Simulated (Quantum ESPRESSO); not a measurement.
**Na (Im-3m): phonons by linear response**

How does Na (Im-3m) vibrate, and is this structure a minimum?

Program: Quantum ESPRESSO 7.5. Level of theory: DFT LDA, scalar-relativistic, plane waves, PseudoDojo norm-conserving pseudopotentials. Results are calculated unless marked as measured.

This is a report of a sequence of runs, with most program output left out.

The database entry behind the starting cell differs from later determinations by our own check (0.1 to 0.3 % short, probably kX units), so it need not match the best structure at ambient conditions.

## Step 1: Starting point

It takes space group Im-3m (No. 229, cubic). The conventional cell has a = 4.282 Å, b = 4.282 Å, c = 4.282 Å, α = 90.00°, β = 90.00°, γ = 90.00°. Na has 8 Na at 3.71 Å nearest.

Structure file:

```cif
data_structure
_symmetry_space_group_name_H-M 'P 1'
_symmetry_Int_Tables_number 1
_cell_length_a 3.7083
_cell_length_b 3.7083
_cell_length_c 3.7083
_cell_angle_alpha 70.529
_cell_angle_beta 109.471
_cell_angle_gamma 70.529
_cell_volume 39.26
loop_
_atom_site_label
_atom_site_type_symbol
_atom_site_fract_x
_atom_site_fract_y
_atom_site_fract_z
_atom_site_occupancy
Na1 Na 0.00000 0.00000 0.00000 1
```

## Step 2: A first look

A cheap run with smearing and empty bands tells whether the crystal has a gap, which decides between fixed occupations and smearing later on.

probe.in reads:

```
 &control
    calculation='scf',
    prefix='x',
    outdir='./tmp',
    pseudo_dir='./pseudo',
    tprnfor=.true.,
    tstress=.true.,
    verbosity='high',
 /
 &system
    ibrav=0,
    nat=1,
    ntyp=1,
    ecutwfc=97.0,
    occupations='smearing',
    smearing='gaussian',
    degauss=0.01,
 /
 &electrons
    conv_thr=1.0d-07,
    mixing_beta=0.7,
    electron_maxstep=100,
 /
ATOMIC_SPECIES
 Na     22.9898  Na.upf
CELL_PARAMETERS angstrom
     2.141000000    2.141000000    2.141000000
    -2.141000000    2.141000000    2.141000000
    -2.141000000   -2.141000000    2.141000000
ATOMIC_POSITIONS crystal
 Na     0.000000000   0.000000000   0.000000000
K_POINTS automatic
 6 6 6 0 0 0
```

Launch:

```
OMP_NUM_THREADS=1 mpirun -n 4 pw.x -nk 4 -in probe.in > probe.out
```

The job ended after 1.7 s (4 MPI ranks of Arm Neoverse V2, shared host; 6.5 s of CPU time).

Numbers from this step:

```
volume per atom   : 39.26 Å³
pressure          : -1.024 GPa
gap on the k-mesh : 0 eV
```

No gap opens on this mesh, so smearing is kept; the start stands at -1.0 GPa.

## Step 3: Relaxing the cell and atoms

The relaxation runs at a cutoff a fifth above that of the response, since stress converges more slowly with the basis than frequencies do. Forces and stress are brought to rest with tight thresholds.

relax.in reads:

```
 &control
    calculation='vc-relax',
    prefix='x',
    outdir='./tmp',
    pseudo_dir='./pseudo',
    tprnfor=.true.,
    tstress=.true.,
    forc_conv_thr=2.0d-05,
    etot_conv_thr=1.0d-07,
    nstep=40,
 /
 &system
    ibrav=0,
    nat=1,
    ntyp=1,
    ecutwfc=116,
    occupations='smearing',
    smearing='mv',
    degauss=0.02,
 /
 &electrons
    conv_thr=1.0d-11,
    mixing_beta=0.7,
    electron_maxstep=100,
 /
 &ions
 /
 &cell
    press_conv_thr=0.2,
 /
ATOMIC_SPECIES
 Na     22.9898  Na.upf
CELL_PARAMETERS angstrom
     2.141000000    2.141000000    2.141000000
    -2.141000000    2.141000000    2.141000000
    -2.141000000   -2.141000000    2.141000000
ATOMIC_POSITIONS crystal
 Na     0.000000000   0.000000000   0.000000000
K_POINTS automatic
 12 12 12 0 0 0
```

Launch:

```
OMP_NUM_THREADS=1 mpirun -n 4 pw.x -nk 4 -in relax.in > relax.out
```

It took 72 s on 4 MPI ranks; 4.8 min of CPU time.

The steps of the relaxation:

```csv
step,energy less that of the first step (eV),largest force (eV/Å),pressure (GPa),volume (Å³)
1,0.0000,0.0000,-1.10,39.26
2,-0.0015,0.0000,-1.08,39.04
3,-0.0037,0.0000,-1.04,38.71
4,-0.0067,0.0000,-0.97,38.22
5,-0.0109,0.0000,-0.87,37.49
6,-0.0162,0.0000,-0.69,36.41
7,-0.0214,0.0000,-0.38,34.84
8,-0.0233,0.0000,0.06,33.11
9,-0.0233,0.0000,0.00,33.33
10,-0.0233,0.0000,0.00,33.32
11,-0.0231,0.0000,0.00,33.32
```

```csv
"conventional cell, symmetrised",before,after,change
a (Å),4.282,4.054,-5.3 %
b (Å),4.282,4.054,-5.3 %
c (Å),4.282,4.054,-5.3 %
volume (Å³/atom),39.26,33.32,-15.1 %
```

Final coordinates:

```
Na
1.0
     2.02705    2.02705    2.02705
    -2.02705    2.02705    2.02705
    -2.02705   -2.02705    2.02705
Na
1
Direct
  0.00000 0.00000 0.00000
```

The last row of the table of steps is pw.x's closing run on a basis chosen anew for the final cell, so its energy can jump.

Read from the output:

- volume per atom: 33.32 Å³
- pressure: 0.002 GPa

The volume changes by -15.1 % from the cell with which this run began.

## Step 4: Self-consistent run for the response

Perturbation theory inherits every error of the wavefunctions, so the threshold is set near the limit of the arithmetic. Smearing stays on, as the first look found no gap above 0.3 eV.

scf.in reads:

```
 &control
    calculation='scf',
    prefix='x',
    outdir='./tmp',
    pseudo_dir='./pseudo',
    tprnfor=.true.,
    tstress=.true.,
 /
 &system
    ibrav=0,
    nat=1,
    ntyp=1,
    ecutwfc=97.0,
    occupations='smearing',
    smearing='mv',
    degauss=0.02,
 /
 &electrons
    conv_thr=1.0d-12,
    mixing_beta=0.7,
    electron_maxstep=100,
 /
ATOMIC_SPECIES
 Na     22.9898  Na.upf
CELL_PARAMETERS angstrom
     2.027054479    2.027054479    2.027054479
    -2.027054479    2.027054479    2.027054479
    -2.027054479   -2.027054479    2.027054479
ATOMIC_POSITIONS crystal
 Na     0.000000000   0.000000000   0.000000000
K_POINTS automatic
 12 12 12 0 0 0
```

Launch:

```
OMP_NUM_THREADS=1 mpirun -n 4 pw.x -nk 4 -in scf.in > scf.out
```

It took 7.7 s on 4 MPI ranks.

Numbers from this step:

```
pressure : -0.002 GPa
```

The cell stands at -0.002 GPa, close enough for phonons.

## Step 5: Phonons on a q mesh

Linear response treats each wavevector in the unit cell, with no supercell; the 4×4×4 mesh fixes the range of the force constants to be had.

ph.in reads:

```
phonons
 &inputph
    prefix='x',
    outdir='./tmp',
    fildyn='x.dyn',
    tr2_ph=1.0d-18,
    alpha_mix(1)=0.4,
    nmix_ph=8,
    ldisp=.true.,
    nq1=4,
    nq2=4,
    nq3=4,
 /
```

Launch:

```
OMP_NUM_THREADS=1 mpirun -n 4 ph.x -nk 4 -in ph.in > ph.out
```

The job ended after 33 min (4 MPI ranks).

This step gave:

* largest acoustic frequency at the zone centre before the sum rule: 5.78 cm⁻¹
* lowest mode on the q mesh (acoustic ones at the zone centre apart): 21.84 cm⁻¹

Frequencies (cm⁻¹) at each irreducible wavevector; negative means imaginary. Frequencies by wavevector:

```csv
q (fractions),star,mode 1,mode 2,mode 3
0 0 0,1,5.78,5.78,5.78
0 0 0.25,12,21.84,65.16,97.08
0 0 -0.5,6,30.03,91.88,136.8
0 0.25 -0.5,24,55.94,97.93,126.8
0.25 0.25 0.25,6,93.19,93.19,98.32
0.25 0.25 -0.5,12,90.66,113.6,133
0.25 -0.25 0.25,2,103.8,103.8,103.8
-0.5 -0.5 -0.5,1,130.6,130.6,130.6
```

The acoustic modes at Γ come out as far as 5.8 cm⁻¹ from zero, where they should vanish, a small numerical error.

## Step 6: Fourier transform to real space

The dynamical matrices of the mesh are Fourier-transformed to force constants in real space.

q2r.in reads:

```
 &input
    fildyn='x.dyn',
    zasr='simple',
    flfrc='x.fc',
 /
```

Launch:

```
q2r.x < q2r.in > q2r.out
```

The job ended after 0.46 s (1 thread).

## Step 7: Interpolated phonon bands

From the force constants any wavevector is cheap; points of the mesh come back as solved, but for the sum rule and, in polar crystals, the LO-TO term at Γ; the rest is interpolation.

matdyn.in reads:

```
 &input
    asr='simple',
    flfrc='x.fc',
    flfrq='x.freq',
    flvec='x.modes',
    q_in_band_form=.true.,
    q_in_cryst_coord=.true.,
 /
8
  0.0000000   0.0000000   0.0000000  12  ! GAMMA
  0.5000000   0.5000000  -0.5000000  12  ! H
  0.5000000   0.0000000  -0.5000000  12  ! N
  0.0000000   0.0000000   0.0000000  12  ! GAMMA
  0.7500000   0.2500000  -0.2500000  12  ! P
  0.5000000   0.5000000  -0.5000000   1  ! H
  0.7500000   0.2500000  -0.2500000  12  ! P
  0.5000000   0.0000000  -0.5000000   1  ! N
```

Launch:

```
matdyn.x -in matdyn.in > matdyn.out
```

It took 0.46 s on 1 thread.

This step gave:

```yaml
lowest_frequency_on_the_path: 0 cm⁻¹
mean_frequency: 90.7 cm⁻¹
debye_temperature_second_moment: 179 K
logarithmic_mean_frequency: 83.8 cm⁻¹
```

Matdyn.x, sum rule simple. Phonon branches along the path, in cm⁻¹:

```csv
point,branch 1,branch 2,branch 3
Γ,0,0,0
halfway,93,93,98
H,130,130,130
halfway,90,114,133
N,30,92,137
halfway,21,65,97
Γ,0,0,0
halfway,56,56,112
P,104,104,104
halfway,71,124,124
H,130,130,130
jump to P,104,104,104
halfway,63,98,129
N,30,92,137
```

Lowest modes at the softest wavevector of the mesh; phase exp(i q.(R + tau)). Modes at q = (0.000, 0.000, 0.250):

```
mode  frequency (cm⁻¹)
   1              21.8
   2              65.2
   3              97.1
```

Displacements in mode 1 (21.8 cm⁻¹), the largest set to 1, in the home cell:
```
Na1 0.00 1.00 1.00
```

Displacements in mode 3 (97.1 cm⁻¹), the largest set to 1, in the home cell:
```
Na1  0.00  1.00 -1.00
```

Force constants by pair (phonopy on the run's constants); pairs near half the supercell's span include their periodic images. Pair force constants, by row:

```csv
atom,neighbour,distance (Å),third of the trace (eV/Å²),along the pair's line (eV/Å²)
Na1,itself,0,0.7808,–
Na1,Na,3.511,-0.0877,-0.2801
Na1,Na,4.054,-0.015,-0.0303
Na1,Na,5.733,0.0025,0.0066
Na1,Na,6.723,-8.00e-4,-0.0033
Na1,Na,7.022,-0.0032,-0.0045
```

Harmonic mean-square displacement, third of the trace. Mean-square displacements:

```
T (K)  Na1 U_eq (Å²)
    0        0.00983
  100        0.02853
  300        0.08106
  600         0.1613
```

Mode patterns, pair constants, displacements and means over the zone were worked out by phonopy from the force constants of q2r.x.

All branches are real along the path.

## Step 8: Sums over the zone

Sums over the zone need many more wavevectors than were solved, so the interpolation is sampled on a dense mesh.

matdyn.in reads:

```
 &input
    asr='simple',
    flfrc='x.fc',
    dos=.true.,
    fldos='x.dos',
    nk1=16,
    nk2=16,
    nk3=16,
    deltaE=0.3,
 /
```

Launch:

```
matdyn.x -in matdyn.in > matdyn.out
```

Run time: 1.4 s. Hardware: 1 thread.

Read from the output:

| Quantity | Value |
| --- | --- |
| share of modes beyond 3i cm⁻¹ on the dense interpolated mesh | 0 |
| zero-point energy per atom | 16.84 meV |
| heat capacity at 300 K | 24.51 J/(mol atoms K) |
| vibrational entropy at 300 K | 47.89 J/(mol atoms K) |

Tetrahedra. The phonon density of states by wavenumber; read off at these points:

```
wavenumber (cm⁻¹)  phonon density of states (1/cm⁻¹/cell)
             0.00                                       0
             2.50                                  2.6e-5
             5.00                                  1.5e-4
             7.50                                  3.7e-4
            10.00                                  4.8e-4
            12.50                                  6.5e-4
            15.00                                 0.00107
            17.50                                 0.00175
            20.00                                 0.00238
            22.50                                 0.00373
            25.00                                 0.00475
            27.50                                 0.00635
            30.00                                 0.00890
            32.50                                  0.0117
            35.00                                  0.0146
            37.50                                  0.0157
            40.00                                  0.0170
            42.50                                  0.0174
            45.00                                  0.0199
            47.50                                  0.0210
            50.00                                  0.0218
            52.50                                  0.0237
            55.00                                  0.0262
            57.50                                  0.0269
            59.40                                  0.0298
            60.00                                  0.0292
            62.50                                  0.0250
            65.00                                  0.0232
            67.50                                  0.0219
            70.00                                  0.0204
            72.50                                  0.0204
            75.00                                  0.0204
            77.50                                  0.0205
            80.00                                  0.0213
            82.50                                  0.0221
            85.00                                  0.0236
            87.50                                  0.0255
            90.00                                  0.0291
            92.50                                  0.0354
            95.00                                  0.0364
            95.40                                  0.0367
            97.50                                  0.0337
           100.00                                  0.0335
           102.50                                  0.0320
           105.00                                  0.0290
           107.50                                  0.0282
           110.00                                  0.0273
           112.50                                  0.0259
           115.00                                  0.0267
           117.50                                  0.0287
           120.00                                  0.0314
           122.50                                  0.0382
           125.00                                  0.0525
           127.50                                  0.0690
           129.60                                  0.0824
           130.00                                  0.0774
           132.50                                  0.0353
           135.00                                  0.0138
```

Harmonic thermodynamic functions per atom, summed over the density of states scaled to three modes an atom; melting is ignored. Thermodynamic functions:

| T (K) | F_vib (meV/atom) | S (J/mol-atom/K) | C_V (J/mol-atom/K) |
| --- | --- | --- | --- |
| 0 | 16.84 | 0 | 0 |
| 50 | 15.18 | 9.327 | 14.64 |
| 100 | 6.85 | 22.13 | 21.45 |
| 200 | -25.14 | 38.05 | 23.99 |
| 300 | -70 | 47.89 | 24.51 |
| 400 | -123.5 | 54.97 | 24.7 |
| 500 | -183.4 | 60.49 | 24.79 |
| 600 | -248.5 | 65.02 | 24.83 |
| 700 | -317.9 | 68.85 | 24.86 |
| 800 | -391.1 | 72.17 | 24.88 |
| 900 | -467.4 | 75.1 | 24.89 |
| 1000 | -546.6 | 77.72 | 24.9 |

At 300 K the heat capacity has reached 98 % of the Dulong-Petit value.

## Step 9: The dispersion under another sum rule (asr crystal)

The sum rule corrects the force constants themselves, so it can shift branches at any wavevector, low ones most.

matdyn.in reads:

```
 &input
    asr='crystal',
    flfrc='x.fc',
    flfrq='x.freq',
    flvec='x.modes',
    q_in_band_form=.true.,
    q_in_cryst_coord=.true.,
 /
8
  0.0000000   0.0000000   0.0000000   8  ! GAMMA
  0.5000000   0.5000000  -0.5000000   8  ! H
  0.5000000   0.0000000  -0.5000000   8  ! N
  0.0000000   0.0000000   0.0000000   8  ! GAMMA
  0.7500000   0.2500000  -0.2500000   8  ! P
  0.5000000   0.5000000  -0.5000000   1  ! H
  0.7500000   0.2500000  -0.2500000   8  ! P
  0.5000000   0.0000000  -0.5000000   1  ! N
```

Launch:

```
matdyn.x -in matdyn.in > matdyn.out
```

The job ended after 0.46 s (1 thread).

At the labelled points the branches move by no more than 0.6 cm⁻¹.

## Step 10: What came out

* space group after relaxation: Im-3m
* volume per atom: 33.3 Å³
* q mesh: 4×4×4
* lowest mode on the q mesh (acoustic ones at the zone centre apart): 21.8 cm⁻¹
* zero-point energy per atom: 16.8 meV
* heat capacity at 300 K: 24.5 J/(mol atoms K)
* vibrational entropy at 300 K: 47.9 J/(mol atoms K)
* imaginary modes on the q mesh: none

Na (Im-3m) is dynamically stable on the 4×4×4 mesh; its spectrum reaches 137 cm⁻¹. These are harmonic frequencies at zero temperature: anharmonic shifts and linewidths and thermal expansion are left out. In a metal the frequencies hang on the k mesh and the smearing, most of all near Kohn anomalies.

[Host names and launcher messages were left out of these logs when they were recorded.]

[Logs are printed without paths, hosts, clocks, repeated set-up lines and the standing remarks that a program may print on its own settings, such as how far it seeks lower states.]

[Hosts, paths, dates, database ids (printed as entryN), source tags and the programs' standing remarks are cut or masked in the printed files.]
